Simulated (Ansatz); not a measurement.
## LaInO3 (Pnma): band gap by G0W0 on r2SCAN

Aim: the quasiparticle gap of LaInO3 (Pnma), starting from r2SCAN.

Method: r2SCAN, then G0W0 on it, plane waves, PAW, in Ansatz 0.2.0.

**What was measured.**

- Gap 4.46 eV: optical gap, weak absorption onset, E parallel [001]; optical absorption spectroscopy, alpha squared extrapolation; 5 K; bulk crystal (single crystal wafer grown by vertical gradient freeze, 80 um thick) (“Fingerprints of optical absorption in the perovskite LaInO3: Insight from many-body theory and experiment”, 2021, arxiv:2101.04376).

- Gap 4.52 eV: optical gap, weak absorption onset, E parallel [100]; optical absorption spectroscopy, alpha squared extrapolation; 5 K; bulk crystal (single crystal wafer grown by vertical gradient freeze, 80 um thick) (“Fingerprints of optical absorption in the perovskite LaInO3: Insight from many-body theory and experiment”, 2021, arxiv:2101.04376).

- Gap 4.13 eV: main direct optical gap; bulk crystal (single crystal grown by optical floating zone) (“Transparent perovskite barium stannate with high electron mobility and thermal stability”, 2017, arxiv:1707.09778).

- Gap 4.39 eV: optical gap, weak absorption onset, E parallel [100]; optical absorption spectroscopy, alpha squared extrapolation; 300 K; bulk crystal (single crystal wafer grown by vertical gradient freeze, 80 um thick) (“Fingerprints of optical absorption in the perovskite LaInO3: Insight from many-body theory and experiment”, 2021, arxiv:2101.04376).

- Gap 4.35 eV: optical gap, weak absorption onset, E parallel [001]; optical absorption spectroscopy, alpha squared extrapolation; 300 K; bulk crystal (single crystal wafer grown by vertical gradient freeze, 80 um thick) (“Fingerprints of optical absorption in the perovskite LaInO3: Insight from many-body theory and experiment”, 2021, arxiv:2101.04376).

### Step 1. The structure

Symmetry: Pnma, No. 62, orthorhombic system. Conventional cell: a = 5.940 Å, b = 8.216 Å, c = 5.723 Å, α = 90.00°, β = 90.00°, γ = 90.00°. La has 8 O at 2.38 to 2.94 Å nearest. In has 6 O at 2.16 to 2.17 Å nearest. O has 2 In at 2.17 Å and 2 La at 2.38 to 2.50 Å nearest. Nearest to O lie 2 In at 2.16 to 2.17 Å and 3 La at 2.40 to 2.94 Å. Farther neighbours and most contacts between anions are not listed.

Geometry: measured cell, ions relaxed with r2SCAN. The runs that relaxed it are not among those shown. Spin-orbit coupling is left out unless a step names it. The default PAW set here is soft_2. Its files were made with PBE.

### Step 2. The r2SCAN band structure

Levels along a band path and on the mesh show where this functional puts the band edges.

This step: DFT, r2SCAN, plane waves, PAW.

input.yaml reads:

```yaml
crystal:
  lattice:
    - [5.9404, 0.0, 0.0]
    - [0.0, 8.2158, 0.0]
    - [0.0, 0.0, 5.7229]
  atoms:
    - { symbol: La, position: [0.9463878522, 0.25, 0.0153056097] }
    - { symbol: La, position: [0.5536121478, 0.75, 0.5153056097] }
    - { symbol: La, position: [0.4463878522, 0.25, 0.4846943903] }
    - { symbol: La, position: [0.0536121478, 0.75, 0.9846943903] }
    - { symbol: In, position: [0.0, 0.0, 0.5] }
    - { symbol: In, position: [0.5, 0.0, 0.0] }
    - { symbol: In, position: [0.5, 0.5, 0.0] }
    - { symbol: In, position: [0.0, 0.5, 0.5] }
    - { symbol: O, position: [0.0443817441, 0.25, 0.6126999622] }
    - { symbol: O, position: [0.4556182559, 0.75, 0.1126999622] }
    - { symbol: O, position: [0.5443817441, 0.25, 0.8873000378] }
    - { symbol: O, position: [0.9556182559, 0.75, 0.3873000378] }
    - { symbol: O, position: [0.1980525852, 0.0593550042, 0.1955759518] }
    - { symbol: O, position: [0.3019474148, 0.9406449958, 0.6955759518] }
    - { symbol: O, position: [0.6980525852, 0.4406449958, 0.3044240482] }
    - { symbol: O, position: [0.8019474148, 0.5593550042, 0.8044240482] }
    - { symbol: O, position: [0.8019474148, 0.9406449958, 0.8044240482] }
    - { symbol: O, position: [0.6980525852, 0.0593550042, 0.3044240482] }
    - { symbol: O, position: [0.3019474148, 0.5593550042, 0.6955759518] }
    - { symbol: O, position: [0.1980525852, 0.4406449958, 0.1955759518] }
kpoints:
  mp_grid: { grid: [4, 4, 4] }
  band_path:
    path:
      - [[0.0, 0.0, 0.0], [0.5, 0.0, 0.0], [0.5, 0.5, 0.0], [0.0, 0.5, 0.0], [0.0, 0.0, 0.0], [0.0, 0.0, 0.5], [0.5, 0.0, 0.5], [0.5, 0.5, 0.5], [0.0, 0.5, 0.5], [0.0, 0.0, 0.5]]
      - [[0.5, 0.0, 0.0], [0.5, 0.0, 0.5]]
      - [[0.0, 0.5, 0.0], [0.0, 0.5, 0.5]]
      - [[0.5, 0.5, 0.0], [0.5, 0.5, 0.5]]
    npoints: 10
hamiltonian:
  xc: r2scan
scf:
  occupations: { method: fermi_dirac, width: 0.02 }
  n_extra_bands: 10
output:
  eigenvalues: true
```

Started as:

```bash
> ansatz run input.yaml --threads 24 --pin off --max-ram 82944MiB --backend cuda --events-out ev --progress --plain --runs-dir out --devices 1 --max-vram 78GiB
```

Numbers of over 12 decimals in the logs are rounded to 6 here.

What it wrote:

```text
scf.n_extra_bands = 10 over 84 filled bands (N_el = 168.0): the run solves 94 bands
GPUs: using 1 of 1 available (devices: 1).
Engine: ansatz 0.2.0, aarch64-unknown-linux-gnu
Pseudopotentials: kind: paw
Pseudopotential: La, paw, valence charge 11, recommended cutoff 500 eV (meta_gga), La.paw.azcp
Pseudopotential: In, paw, valence charge 13, recommended cutoff 500 eV (meta_gga), In.paw.azcp
Pseudopotential: O, paw, valence charge 6, recommended cutoff 500 eV (meta_gga), O.paw.azcp
Functional definition: r2SCAN
  parameter k0 = 0.174
  parameter k1 = 0.065
  parameter a1 = 4.9479
  exchange = r2scan_x(k0 = k0, k1 = k1, a1 = a1)
  correlation = r2scan_c
device memory: the entry about to start is reckoned to put 9.2 GiB on a device that reports 158.2 GiB free (of which the cap on the GPU budget leaves the run 78.0 GiB)
GPU FFT provider: cuFFT
GPU libraries: cuBLAS 13.8.1, cuFFT 12.4.0, cuSOLVER 12.3.2
GPU matrix products: emulated (plane waves: as basis.precision tells), large ones in fixed point in workspaces of 1.00 GiB
Crystal: 20 atoms, lattice volume = 279.307 Å³
Basis set: ecut = 500 eV, 7101 PW (Γ), exchange–correlation on 180×240×180 points (64 copies of the dense FFT grid, shifted against one another)
Bands: 94, of which v1, the nominal top of the filled ones, is band 84 counted from 1 (83 counted from 0)
Symmetry: 8 space group operations
Space group: Pnma (ITA 62), of the structure as read, at distance tolerance 6.5e-5 Å
k-points: 27 of 64
Non-local potential: La, projectors of the file, l = 0: 3, l = 1: 2, l = 2: 2, l = 3: 3
Non-local potential: In, projectors of the file, l = 0: 2, l = 1: 2, l = 2: 2, l = 3: 2
Non-local potential: O, projectors of the file, l = 0: 2, l = 1: 2, l = 2: 1
PAW form: soft (Blöchl's): semilocal exchange-correlation on the pseudo side does not see the compensation charge
PAW frozen core: La, regenerated for the run's functional (the file was generated under x = pbe(κ = 0.804, μ = 0.219515), c = pbe(β = 0.066725))
PAW frozen core: In, regenerated for the run's functional (the file was generated under x = pbe(κ = 0.804, μ = 0.219515), c = pbe(β = 0.066725))
PAW frozen core: O, regenerated for the run's functional (the file was generated under x = pbe(κ = 0.804, μ = 0.219515), c = pbe(β = 0.066725))
PAW one-centre angular grid: La, 974 points (default); XC on 160 Gauss nodes
PAW one-centre angular grid: In, 590 points (default); XC on 289 of its mesh's 2783 points in the sphere
PAW one-centre angular grid: O, 302 points (default); XC on 160 Gauss nodes
Initial density: superposition of atomic densities (neutral atoms: chi_scale 0, normalization atom), corrected by the library's trained network
Initial wavefunctions: pseudopotential atomic-orbital guess
GPU buffer pool allocated for 121500 grid points (all kernels)
GPU transforms: local potential and band sums: pruned to the plane-wave sphere, on 45×60×45
Functional: x = r2scan, c = r2scan; τ floored in thin density (d = 2e-4 eV/Å³)
SCF iter   1: F=—  HF=-54353.341346 eV  |F-HF|=—  |Δ(HF+E_count)|=         —  Δρ=1.28e-2  dr2=5.27e-1  dr2_τ=7.53e-1  ethr=1.77e-3  ⟨swp⟩=8.6  Hψ=11220  notcnv=0
preconditioner: auto → Resta (q_TF=auto, 2.507 Å⁻¹)  ε∞=4.8  [insulator: Δε(μ)=3.625 eV  Ē_g=14.474 eV  σ=0.020 eV  W_gap=1.00  n_scr=74 (ndim 8)  ℏωp=28.1 eV  f_vac=0.000  D(μ)=0.00/eV (n_scr^D=0)  ε∞_Penn≈4.8]
SCF iter   2: F=—  HF=-54353.744538 eV  |F-HF|=—  |Δ(HF+E_count)|=   4.03e-1  Δρ=6.10e-3  dr2=7.35e-2  dr2_τ=1.02e-2  ethr=3.14e-4  ⟨swp⟩=7.0  Hψ=6437  notcnv=0  defer=1
SCF iter   3: F=—  HF=-54353.731904 eV  |F-HF|=—  |Δ(HF+E_count)|=   1.26e-2  Δρ=1.84e-3  dr2=5.63e-3  dr2_τ=6.64e-4  ethr=4.37e-5  ⟨swp⟩=7.3  Hψ=6695  notcnv=0  defer=3
SCF iter   4: F=—  HF=-54353.731806 eV  |F-HF|=—  |Δ(HF+E_count)|=   9.80e-5  Δρ=4.72e-4  dr2=3.41e-4  dr2_τ=6.15e-5  ethr=3.35e-6  ⟨swp⟩=4.3  Hψ=5963  notcnv=0  defer=1
SCF iter   5: F=—  HF=-54353.731918 eV  |F-HF|=—  |Δ(HF+E_count)|=   1.12e-4  Δρ=2.54e-4  dr2=1.45e-4  dr2_τ=2.40e-5  ethr=2.03e-7  ⟨swp⟩=2.3  Hψ=4983  notcnv=0
SCF iter   6: F=—  HF=-54353.731897 eV  |F-HF|=—  |Δ(HF+E_count)|=   2.06e-5  Δρ=4.72e-5  dr2=4.37e-6  dr2_τ=6.00e-7  ethr=8.62e-8  ⟨swp⟩=2.0  Hψ=4683  notcnv=0
SCF iter   7: F=—  HF=-54353.732172 eV  |F-HF|=—  |Δ(HF+E_count)|=   2.75e-4  Δρ=1.55e-5  dr2=6.17e-7  dr2_τ=5.16e-8  ethr=2.60e-9  ⟨swp⟩=2.6  Hψ=4849  notcnv=0
SCF iter   8: F=-54353.732172 eV  HF=-54353.732172 eV  |F-HF|=5.68e-9  |Δ(HF+E_count)|=   4.45e-8  Δρ=2.12e-6  dr2=1.07e-8  dr2_τ=8.00e-10  ethr=5.95e-11  ⟨swp⟩=9.4  Hψ=11312  notcnv=0
SCF 1 converged in 8 iterations: F = -54353.732172 eV  dr2 = 1.07e-8
  greatest PAW one-centre occupation: 0.991 electrons in one spin orbital (limit 2), on the In atom at site 6 (counted from 0), in its partial waves of l = 2
device memory: the entry about to start is reckoned to put 33.2 GiB on a device that reports 158.2 GiB free (of which the cap on the GPU budget leaves the run 78.0 GiB)
NSCF: frozen V_eff on 124 k-points, pencils in batches of 32, up to order 416
SCF converged after 8 iterations
Free energy (F): -54353.732172 eV
Harris-Foulkes:  -54353.732172 eV  (|F-HF|=5.68e-9)
Internal energy: -54353.732172 eV  (E = F + TS)
E sigma→0 (E₀):  -54353.732172 eV
Fermi energy:    11.571295 eV
--- Per-component energies (eV) ---
  E_band       = 17.135123
  E_kinetic    = 3874.578809
  E_local      = -8966.186414  (includes V_loc(G=0)·N_el)
  E_nonlocal   = 2439.026623
  E_hartree    = 3428.829581
  E_xc         = -2215.799450
  E_vxc        = -2339.097684  (∫ρ·V_xc dr)
  E_paw        = -40438.657921  (= ΣΔE_a)
  E_vpaw       = -1991.103162  (= ΣTr[D̂ρ^β])
  E_aug_tail   = 0.012090  (compensation charges beyond the density's cutoff)
  E_vtau       = 142.244554  (kinetic-family band-sum trace: ∫τ·v_τ [+ j·A + Jᵃ·Aᵃ] dr)
  E_ewald      = -12479.288432
  E_core_change = 3.752942  (= ΣΔE_core)
  E_smearing   = -0.000000  (= −TS)
  E_closure    = -0.000000  (closes the sum)
  Σ components = -54353.732172   (vs F -54353.732172, Δ=0.00e0)
--- Band table (eV; the first three rows and the last of 27) ---
  k-point 0: bands = [... 80 lower, 9.3826, 9.4944, 9.6436, 9.7889, 13.3446, 15.1289, 15.1812, 15.2351, ... 6 higher]
  k-point 1: bands = [... 80 lower, 9.3487, 9.4314, 9.5329, 9.5714, 13.8628, 15.1501, 15.1597, 15.1787, ... 6 higher]
  k-point 2: bands = [... 80 lower, 9.3857, 9.3857, 9.4545, 9.4545, 14.8942, 14.8942, 15.1955, 15.1955, ... 6 higher]
  k-point 26: bands = [... 80 lower, 9.5233, 9.5233, 9.5233, 9.5233, 15.2331, 15.2331, 15.2331, 15.2331, ... 6 higher]
```

Wall time 4.1 s (1 × NVIDIA GB200 (shared by 2 runs) with 24 threads of Arm Neoverse V2, shared host); peak memory 1.4 GiB; 11 s of CPU time.

The column dr2 measures how far the density is from self-consistency, as an energy; F and HF (Harris–Foulkes) agree once it is small.

This step gave:

```
filled bands         : 84
gap                  : 3.556 eV
valence top at       : Γ
conduction bottom at : Γ
least direct gap     : 3.556 eV
```

Over mesh and path the gap is 3.556 eV, direct, at k = Γ.

Electronic bands along the path, in eV, zero at the top of the highest nominally filled band:

```
    point  band 81  band 82  band 83  band 84  band 85  band 86  band 87  band 88
        Γ    -0.41    -0.29    -0.15     0.00     3.56     5.34     5.39     5.45
  halfway    -0.43    -0.34    -0.32    -0.26     4.10     5.35     5.39     5.45
        X    -0.39    -0.39    -0.27    -0.27     5.06     5.06     5.38     5.38
  halfway    -0.44    -0.44    -0.33    -0.33     5.16     5.16     5.38     5.38
        S    -0.41    -0.41    -0.41    -0.41     5.35     5.35     5.35     5.35
  halfway    -0.50    -0.50    -0.26    -0.26     4.82     4.82     5.41     5.41
        Y    -0.40    -0.40    -0.08    -0.08     4.45     4.45     5.41     5.41
  halfway    -0.38    -0.31    -0.13    -0.03     3.81     5.22     5.36     5.43
        Γ    -0.41    -0.29    -0.15     0.00     3.56     5.34     5.39     5.45
  halfway    -0.44    -0.36    -0.26    -0.22     4.07     5.36     5.37     5.39
        Z    -0.40    -0.40    -0.33    -0.33     5.11     5.11     5.41     5.41
  halfway    -0.24    -0.24    -0.23    -0.23     5.30     5.30     5.44     5.44
        U    -0.15    -0.15    -0.11    -0.11     5.45     5.45     5.46     5.46
  halfway    -0.24    -0.24    -0.20    -0.20     5.44     5.44     5.46     5.46
        R    -0.27    -0.27    -0.27    -0.27     5.44     5.44     5.44     5.44
  halfway    -0.31    -0.31    -0.27    -0.27     5.40     5.40     5.44     5.44
        T    -0.41    -0.41    -0.20    -0.20     5.32     5.32     5.40     5.40
  halfway    -0.43    -0.43    -0.22    -0.22     5.20     5.20     5.41     5.41
        Z    -0.40    -0.40    -0.33    -0.33     5.11     5.11     5.41     5.41
jump to X    -0.39    -0.39    -0.27    -0.27     5.06     5.06     5.38     5.38
  halfway    -0.23    -0.23    -0.21    -0.21     5.28     5.28     5.43     5.43
        U    -0.15    -0.15    -0.11    -0.11     5.45     5.45     5.46     5.46
jump to Y    -0.40    -0.40    -0.08    -0.08     4.45     4.45     5.41     5.41
  halfway    -0.37    -0.37    -0.23    -0.23     4.78     4.78     5.41     5.41
        T    -0.41    -0.41    -0.20    -0.20     5.32     5.32     5.40     5.40
jump to S    -0.41    -0.41    -0.41    -0.41     5.35     5.35     5.35     5.35
```

(Part 1 of 2 ends here.)

[Paths, hosts, dates, memory and timing lines, banners, echoed tables and standing remarks are left out of the program output.]

[Logs are printed without paths, hosts, clocks, repeated set-up lines and the standing remarks that a program may print on its own settings, such as how far it seeks lower states.]

[Runs of the session that timed out or met a known fault of the program may be left out.]

[Cells called generated may have been cut or substituted from an entry of the Crystallography Open Database or the Materials Project.]

[Hosts, paths, dates, database ids (printed as entryN), source tags and the programs' standing remarks are cut or masked in the printed files.]

[Where an RPA ε∞ is given, it is that of the G0W0 mesh and is not shown converged in it. Names of k-points follow the symmetry that the program found, which can be lower than the space group named. Band edges on a path are those of the sampled points; other points can move an edge, and change direct to indirect where valleys lie close.]

[Hybrid gaps are those of their k-mesh and are not shown converged in it.]
